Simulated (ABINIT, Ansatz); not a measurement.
# Lattice dynamics of Dysprosium (P6_3/mmc) in two programs, part 2 of 4

Aim: the phonon dispersion of Dysprosium (P6_3/mmc), checked by a second program.

ABINIT 10.8.3; DFT PBE, scalar-relativistic, plane waves, PseudoDojo norm-conserving, 4f in core pseudopotentials.

So far. Step 3 (Relaxation): The volume changes by +0.5 % in this run and stands +0.5 % from the first cell. Step 4 (Self-consistent run for the response): The cell stands at -1.7 GPa: the relaxation ran with a smoothed and higher cutoff, and the difference is a stress of the finite basis. The relaxed cell has a = 3.602, c = 5.638 Å (conventional setting).

## Step 5: Zone-centre response

At q = 0 one unit cell holds all displacements. The response is solved for single atoms along the cell's directions, and symmetry skips those that follow from others. The crystal is treated as a metal, which screens a static field, so no field response is asked.

The input, dfpt_gamma.abi:

```

# common to the responses
getwfk_filepath "gso_WFK"
kptopt 2
nqpt 1
qpt 0.0 0.0 0.0
asr 0
chneut 0

# displacements
rfphon 1
rfatpol 1 2
rfdir 1 1 1
tolvrs 1.0d-10
prtwf 0
prtpot 1

# basis, mesh and filling
ecut 19.0
ngkpt 9 9 6
nshiftk 1
shiftk 0.0 0.0 0.0
istwfk *1
occopt 7
tsmear 0.01
nband 18
nstep 100
diemac 1000000.0
prtebands 0
prtgsr 0

# cell and atoms
acell 3*1.0 Angstrom
rprim 
    3.602216558 0.0 0.0
    -1.801108279 3.119611049 0.0
    0.0 0.0 5.638460634
ntypat 1
znucl 66
natom 2
typat 1 1
xred 
    1/3 2/3 0.25
    2/3 1/3 0.75
pp_dirpath "./pseudo"
pseudos "Dy.upf"
```

Command:

```bash
OMP_NUM_THREADS=1 mpirun -n 4 abinit dfpt_gamma.abi > dfpt_gamma.log
```

Numbers of over 12 decimals in the logs are rounded to 6 here.

dfpt_gamma.abo, the main output file:

```text
[banners, grids, parts of the stress and lines that vanish by symmetry left out]
- input  file    -> dfpt_gamma.abi
- output file    -> dfpt_gamma.abo
- root for input  files -> dfpt_gammai
- root for output files -> dfpt_gammao

 Symmetries : space group P6_3/m m c (#194); Bravais hP (primitive hexag.)
================================================================================
 Values of the parameters that define the memory need of the present run (RF).
     intxc =       0      iscf =       7    lmnmax =       7     lnmax =       7
     mgfft =      45  mpssoang =       4    mqgrid =    3001     natom =       2
  nloc_mem =       1    nspden =       1   nspinor =       1    nsppol =       1
      nsym =      24    n1xccc =    2501    ntypat =       1    occopt =       7
   xclevel =       2
-    mband =          18        mffmem =           1         mkmem =          61
-   mkqmem =          61        mk1mem =          61           mpw =        1725
      nfft =       40500          nkpt =         244
- my_mband =          18
================================================================================
================================================================================

--------------------------------------------------------------------------------
------------- Echo of variables that govern the present computation ------------
--------------------------------------------------------------------------------
-
- outvars: echo of selected default values
-   iomode0 =  0 , fftalg0 =312 , wfoptalg0 =  0
-
- outvars: echo of global parameters not present in the input file
-  max_nthreads =    1
-
 -outvars: echo values of preprocessed input variables
 [... echo left out ...]
================================================================================

 chkinp: Checking input parameters for consistency.

[...]
== DATASET  1 ==================================================================
-   mpi_nproc: 4, omp_nthreads: 1 (-1 if OMP is not activated)

--- !DatasetInfo
iteration_state: {dtset: 1, }
dimensions: {natom: 2, nkpt: 244, mband: 18, nsppol: 1, nspinor: 1, nspden: 1, mpw: 1725, }
cutoff_energies: {ecut:  19.0, pawecutdg:  -1.0, }
electrons: {nelect:   2.20000000E+01, charge:   0.00000000E+00, occopt:   7.00000000E+00, tsmear:   1.00000000E-02, }
meta: {optdriver: 1, rfphon: 1, }
...

 mkfilename: getwfk from: gso_WFK

 Real(R)+Recip(G) space primitive vectors, cartesian coordinates (Bohr,Bohr^-1):
 R(1)=  6.8072027  0.0000000  0.0000000  G(1)=  0.1469032  0.0848146  0.0000000
 R(2)= -3.4036014  5.8952105  0.0000000  G(2)=  0.0000000  0.1696292  0.0000000
 R(3)=  0.0000000  0.0000000 10.6551464  G(3)=  0.0000000  0.0000000  0.0938514
 Unit cell volume ucvol=  4.2758988E+02 bohr^3
 Angles (23,13,12)=  9.00000000E+01  9.00000000E+01  1.20000000E+02 degrees
 setup1 : take into account q-point for computing boxcut.

 getcut: wavevector=  0.0000  0.0000  0.0000  ngfft=  30  30  45
         ecut(hartree)=     19.000   => boxcut(ratio)=   2.10451

--- Pseudopotential description ------------------------------------------------
- pspini: atom type   1  psp file is ./pseudo/Dy.upf

   1.24310717E+03                                ecore*ucvol(ha*bohr**3)
--------------------------------------------------------------------------------

 ==>  initialize data related to q vector <==

 The list of irreducible perturbations for this q vector is:
    1)    idir= 1    ipert=   1
    2)    idir= 3    ipert=   1

[...]
The perturbation idir=   2  ipert=   1 is
 symmetric of a previously calculated perturbation.
 So, its SCF calculation is not needed.

 The perturbation idir=   1  ipert=   2 is
 symmetric of a previously calculated perturbation.
 So, its SCF calculation is not needed.

 The perturbation idir=   2  ipert=   2 is
 symmetric of a previously calculated perturbation.
 So, its SCF calculation is not needed.

 The perturbation idir=   3  ipert=   2 is
 symmetric of a previously calculated perturbation.
 So, its SCF calculation is not needed.

--------------------------------------------------------------------------------
 Perturbation wavevector (in red.coord.)   0.000000  0.000000  0.000000
 Perturbation : displacement of atom   1   along direction   1
 Found     2 symmetries that leave the perturbation invariant.

[...]
dfpt_looppert : total number of electrons, from k and k+q
  fully or partially occupied states are    2.200000E+01 and    2.200000E+01.
 Initialisation of the first-order wave-functions :
  ireadwf=   0

--- !BeginCycle
iteration_state: {dtset: 1, }
solver: {iscf: 7, nstep: 100, nline: 4, wfoptalg: 0, }
tolerances: {tolvrs: 1.00E-10, }
...

     iter   2DEtotal(Ha)        deltaE(Ha) residm    vres2
-ETOT  1  0.899886     -9.857E+02 9.986E-01 5.609E+01
 ETOT  2  0.573998     -3.259E-01 5.964E-02 5.163E+00
 ETOT  3  0.569716     -4.282E-03 4.698E-03 1.595E-01
 ETOT  4  0.569604     -1.125E-04 1.797E-03 2.011E-03
 ETOT  5  0.569603     -6.689E-07 1.142E-03 1.486E-04
[...]
At SCF step    9       vres2   =  8.61E-11 < tolvrs=  1.00E-10 =>converged.
[...]
Mean square residual over all n,k,spin=   56.527E-09; max=  14.704E-05

 Thirteen components of 2nd-order total energy (hartree) are
 1,2,3: 0th-order hamiltonian combined with 1st-order wavefunctions
     kin0=   6.71883192E+02 eigvalue=   1.34604196E+02  local=  -4.02979579E+02
 4,5,6: 1st-order hamiltonian combined with 1st and 0th-order wfs
 loc psp =  -1.38566873E+03  Hartree=   3.34201191E+02     xc=  -8.76981362E+01
 note that "loc psp" includes a xc core correction that could be resolved
 7,8,9: eventually, occupation + non-local contributions
    edocc=   1.42591012E+02     enl0=   1.93462635E+02   enl1=  -5.86460289E+02
 1-9 gives the relaxation energy (to be shifted if some occ is /=2.0)
   erelax=  -9.86064514E+02
 10,11,12 Non-relaxation  contributions : frozen-wavefunctions and Ewald
 fr.local=   6.65286009E+02 fr.nonlo=   2.93146784E+02  Ewald=   9.14789291E+00
 13,14 Frozen wf xc core corrections (1) and (2)
 frxc 1  =  -1.41672554E+02  frxc 2 =   1.60725985E+02
 Resulting in :
 2DEtotal=    0.5696029418E+00 Ha. Also 2DEtotal=    0.154996856564E+02 eV
    (2DErelax=   -9.8606451423E+02 Ha. 2DEnonrelax=    9.8663411717E+02 Ha)
    (  non-var. 2DEtotal :    5.6960496848E-01 Ha)

[...]
Perturbation wavevector (in red.coord.)   0.000000  0.000000  0.000000
 Perturbation : displacement of atom   1   along direction   3
 Found     6 symmetries that leave the perturbation invariant.

--------------------------------------------------------------------------------

--------------------------------------------------------------------------------

 dfpt_looppert : total number of electrons, from k and k+q
  fully or partially occupied states are    2.200000E+01 and    2.200000E+01.
 Initialisation of the first-order wave-functions :
  ireadwf=   0

--- !BeginCycle
iteration_state: {dtset: 1, }
solver: {iscf: 7, nstep: 100, nline: 4, wfoptalg: 0, }
tolerances: {tolvrs: 1.00E-10, }
...

     iter   2DEtotal(Ha)        deltaE(Ha) residm    vres2
-ETOT  1   21.038757118817     -2.705E+03 2.080E+00 6.021E+04
[...]
ETOT 10   4.014002     -3.911E-11 3.706E-08 1.074E-10
 ETOT 11   4.014002     -3.547E-11 1.378E-08 1.006E-11

 At SCF step   11       vres2   =  1.01E-11 < tolvrs=  1.00E-10 =>converged.
[...]
Mean square residual over all n,k,spin=   26.246E-12; max=  13.779E-09

 Thirteen components of 2nd-order total energy (hartree) are
 1,2,3: 0th-order hamiltonian combined with 1st-order wavefunctions
     kin0=   1.66640696E+03 eigvalue=   3.27611464E+02  local=  -9.97720079E+02
 4,5,6: 1st-order hamiltonian combined with 1st and 0th-order wfs
 loc psp =  -4.02423251E+03  Hartree=   1.13666091E+03     xc=  -2.17669104E+02
 note that "loc psp" includes a xc core correction that could be resolved
 7,8,9: eventually, occupation + non-local contributions
    edocc=   3.37342141E+02     enl0=   4.69428177E+02   enl1=  -1.41988842E+03
 1-9 gives the relaxation energy (to be shifted if some occ is /=2.0)
   erelax=  -2.72206047E+03
 10,11,12 Non-relaxation  contributions : frozen-wavefunctions and Ewald
 fr.local=   1.60860252E+03 fr.nonlo=   7.11797784E+02  Ewald=   3.58899674E+02
 13,14 Frozen wf xc core corrections (1) and (2)
 frxc 1  =  -3.47292187E+02  frxc 2 =   3.94066683E+02
 Resulting in :
 2DEtotal=    0.4014002305E+01 Ha. Also 2DEtotal=    0.109226567110E+03 eV
    (2DErelax=   -2.7220604703E+03 Ha. 2DEnonrelax=    2.7260744726E+03 Ha)
    (  non-var. 2DEtotal :    4.0140037012E+00 Ha)

[...]
---- first-order wavefunction calculations are completed ----

 ==> Compute Derivative Database <==

 [... matrices left out ...]
  Phonon wavevector (reduced coordinates) :  0.00000  0.00000  0.00000
 Phonon energies in Hartree :
  -1.593365E-05 -7.319167E-06 -7.319166E-06  2.882096E-04  2.882096E-04
   4.888420E-04
 Phonon frequencies in cm-1    :
- -3.497032E+00 -1.606371E+00 -1.606371E+00  6.325469E+01  6.325469E+01
-  1.072884E+02

== END DATASET(S) ==============================================================
================================================================================

 -outvars: echo values of variables after computation
            acell      1.8897261259E+00  1.8897261259E+00  1.8897261259E+00 Bohr
           etotal      4.0140023049E+00
            fcart      0.0000000000E+00  0.0000000000E+00  0.0000000000E+00
           strten      0.0000000000E+00  0.0000000000E+00  0.0000000000E+00
================================================================================
```

Run time: 72 s. Hardware: 4 MPI ranks of Intel Xeon Platinum 8488C (Sapphire Rapids), shared host; 4.7 min of CPU time.

This step gave:

| Property | Result |
| --- | --- |
| largest acoustic frequency at the zone centre before the sum rule | -3.5 cm⁻¹ |
| highest optical zone-centre mode (no LO-TO term) | 107.3 cm⁻¹ |
| lowest optical zone-centre mode | 63.25 cm⁻¹ |

The acoustic modes at Γ come out as far as 3.5 cm⁻¹ from zero, where they should vanish, a small numerical error.

## Step 6: Linear response on the mesh

Linear response treats each wavevector of the 3×3×2 mesh in the unit cell; the first-order potentials are kept for the electron-phonon matrix elements.

The input, dfpt_q.abi:

```
ndtset 5

# wavevectors
qpt1 0.3333333333 0.0 0.0
qpt2 0.3333333333 0.3333333333 0.0
qpt3 0.0 0.0 0.5
qpt4 0.3333333333 0.0 0.5
qpt5 0.3333333333 0.3333333333 0.5

# displacements
getwfk_filepath "gso_WFK"
getwfq_filepath "gso_WFK"
kptopt 3
nqpt 1
rfphon 1
rfatpol 1 2
rfdir 1 1 1
tolvrs 1.0d-10
prtwf 0
prtpot 1

# basis, mesh and filling
ecut 19.0
ngkpt 9 9 6
nshiftk 1
shiftk 0.0 0.0 0.0
istwfk *1
occopt 7
tsmear 0.01
nband 18
nstep 100
diemac 1000000.0
prtebands 0
prtgsr 0

# cell and atoms
acell 3*1.0 Angstrom
rprim 
    3.602216558 0.0 0.0
    -1.801108279 3.119611049 0.0
    0.0 0.0 5.638460634
ntypat 1
znucl 66
natom 2
typat 1 1
xred 
    1/3 2/3 0.25
    2/3 1/3 0.75
pp_dirpath "./pseudo"
pseudos "Dy.upf"
```

Command:

```bash
OMP_NUM_THREADS=1 mpirun -n 4 abinit dfpt_q.abi > dfpt_q.log
```

dfpt_q.abo, the main output file:

```text
[banners, grids, parts of the stress and lines that vanish by symmetry left out]
- input  file    -> dfpt_q.abi
- output file    -> dfpt_q.abo
- root for input  files -> dfpt_qi
[...]
DATASET    1 : space group P6_3/m m c (#194); Bravais hP (primitive hexag.)
[...]
nfft =       40500          nkpt =         486
[...]
DATASET    2 : space group P6_3/m m c (#194); Bravais hP (primitive hexag.)
[...]
nfft =       40500          nkpt =         486
[...]
DATASET    3 : space group P6_3/m m c (#194); Bravais hP (primitive hexag.)
[...]
nfft =       40500          nkpt =         486
[...]
DATASET    4 : space group P6_3/m m c (#194); Bravais hP (primitive hexag.)
[...]
nfft =       40500          nkpt =         486
[...]
DATASET    5 : space group P6_3/m m c (#194); Bravais hP (primitive hexag.)
[...]
nfft =       40500          nkpt =         486
[...]
== DATASET  1 ==================================================================
[...]
cutoff_energies: {ecut:  19.0, pawecutdg:  -1.0, }
[...]
Perturbation : displacement of atom   1   along direction   1
[...]
-ETOT  1   26.063844909795     -1.116E+03 1.231E+00 2.177E+05
 ETOT  2   40.688993555217      1.463E+01 1.510E+00 3.567E+05
 ETOT  3   2.126700     -3.856E+01 2.621E-01 8.186E+02
 ETOT  4   2.023553     -1.031E-01 3.409E-02 7.517E+00
 ETOT  5   2.020981     -2.572E-03 2.787E-02 4.207E-01
[...]
At SCF step   13       vres2   =  3.48E-12 < tolvrs=  1.00E-10 =>converged.
[...]
Perturbation : displacement of atom   1   along direction   2
[...]
-ETOT  1   1.775224     -1.004E+03 1.667E+00 4.899E+01
[...]
At SCF step   10       vres2   =  3.67E-11 < tolvrs=  1.00E-10 =>converged.
[...]
Perturbation : displacement of atom   1   along direction   3
[...]
-ETOT  1   8.939085     -2.584E+03 2.114E+00 9.269E+03
[...]
At SCF step   13       vres2   =  1.31E-12 < tolvrs=  1.00E-10 =>converged.
[...]
Phonon wavevector (reduced coordinates) :  0.33333  0.00000  0.00000
 Phonon energies in Hartree :
[...]
Phonon frequencies in cm-1    :
-  4.945553E+01  5.269125E+01  8.389902E+01  8.756086E+01  9.220521E+01
-  1.046359E+02
[...]
== DATASET  2 ==================================================================
[...]
cutoff_energies: {ecut:  19.0, pawecutdg:  -1.0, }
[...]
Perturbation : displacement of atom   1   along direction   1
[...]
-ETOT  1   6.779366     -1.101E+03 9.714E-01 1.418E+04
[...]
At SCF step   11       vres2   =  1.26E-11 < tolvrs=  1.00E-10 =>converged.
[...]
Perturbation : displacement of atom   1   along direction   3
[...]
-ETOT  1   5.976917     -2.531E+03 1.376E+01 1.349E+03
[...]
Phonon wavevector (reduced coordinates) :  0.33333  0.33333  0.00000
 Phonon energies in Hartree :
[...]
Phonon frequencies in cm-1    :
-  7.793598E+01  7.793598E+01  7.951924E+01  7.951924E+01  9.365145E+01
-  1.010988E+02
[...]
== DATASET  3 ==================================================================
[...]
cutoff_energies: {ecut:  19.0, pawecutdg:  -1.0, }
[...]
Perturbation : displacement of atom   1   along direction   1
[...]
-ETOT  1  0.955076     -9.855E+02 1.067E+00 6.640E+01
[...]
Perturbation : displacement of atom   1   along direction   3
[...]
-ETOT  1   290.16281765674     -2.840E+03 2.124E+00 3.892E+06
[...]
Phonon wavevector (reduced coordinates) :  0.00000  0.00000  0.50000
 Phonon energies in Hartree :
[...]
Phonon frequencies in cm-1    :
-  4.635891E+01  4.635891E+01  4.635891E+01  4.635891E+01  8.084075E+01
-  8.084075E+01
[...]
== DATASET  4 ==================================================================
[...]
cutoff_energies: {ecut:  19.0, pawecutdg:  -1.0, }
[...]
Perturbation : displacement of atom   1   along direction   1
[...]
-ETOT  1   17.363146978570     -1.102E+03 1.043E+00 8.403E+04
[...]
Perturbation : displacement of atom   1   along direction   2
[...]
-ETOT  1   1.676551     -1.004E+03 1.121E+00 4.563E+01
[...]
Perturbation : displacement of atom   1   along direction   3
[...]
-ETOT  1   49.910805261446     -2.616E+03 3.410E+00 2.473E+05
[...]
Phonon wavevector (reduced coordinates) :  0.33333  0.00000  0.50000
 Phonon energies in Hartree :
[...]
Phonon frequencies in cm-1    :
-  6.447468E+01  6.447481E+01  6.874949E+01  6.874949E+01  9.919942E+01
-  9.919950E+01
[...]
== DATASET  5 ==================================================================
[...]
cutoff_energies: {ecut:  19.0, pawecutdg:  -1.0, }
[...]
Perturbation : displacement of atom   1   along direction   1
[...]
-ETOT  1   4.911938     -1.098E+03 1.394E+00 6.776E+03
[...]
At SCF step   10       vres2   =  6.65E-11 < tolvrs=  1.00E-10 =>converged.
[...]
Perturbation : displacement of atom   1   along direction   3
[...]
-ETOT  1   10.637841631148     -2.549E+03 4.594E+00 1.413E+04
[...]
ETOT  9   4.433460     -3.765E-10 4.403E+00 4.630E-09
 ETOT 10   4.433460      1.069E-10 1.332E+00 7.380E-11
 At SCF step   10       vres2   =  7.38E-11 < tolvrs=  1.00E-10 =>converged.
[...]
Phonon wavevector (reduced coordinates) :  0.33333  0.33333  0.50000
 Phonon energies in Hartree :
[...]
Phonon frequencies in cm-1    :
-  4.787609E+01  4.787609E+01  9.554190E+01  9.554190E+01  1.002743E+02
-  1.002743E+02
[...]
strten3     0.0000000000E+00  0.0000000000E+00  0.0000000000E+00
           
================================================================================
```

Wall time 25 min (4 MPI ranks).

Numbers from this step:

```yaml
lowest_mode_on_the_q_mesh_acoustic_ones_at_the_zone_centre_apart: 46.36 cm⁻¹
```

Frequencies (cm⁻¹) before the sum rule at the irreducible wavevectors but Γ, which is solved apart; negative means imaginary. Frequencies by wavevector:

| q (fractions) | star | mode 1 | mode 2 | mode 3 | mode 4 | mode 5 | mode 6 |
| --- | --- | --- | --- | --- | --- | --- | --- |
| 0.3333 0 0 | 6 | 49.46 | 52.69 | 83.9 | 87.56 | 92.21 | 104.6 |
| 0.3333 0.3333 0 | 2 | 77.94 | 77.94 | 79.52 | 79.52 | 93.65 | 101.1 |
| 0 0 0.5 | 1 | 46.36 | 46.36 | 46.36 | 46.36 | 80.84 | 80.84 |
| 0.3333 0 0.5 | 6 | 64.47 | 64.47 | 68.75 | 68.75 | 99.2 | 99.2 |
| 0.3333 0.3333 0.5 | 2 | 47.88 | 47.88 | 95.54 | 95.54 | 100.3 | 100.3 |

[end of part 2 of 4]

[Host names and launcher messages were left out of these logs when they were recorded.]

[Logs are printed without paths, hosts, clocks, repeated set-up lines and the standing remarks that a program may print on its own settings, such as how far it seeks lower states.]

[Hosts, paths, dates, database ids (printed as entryN), source tags and the programs' standing remarks are cut or masked in the printed files.]
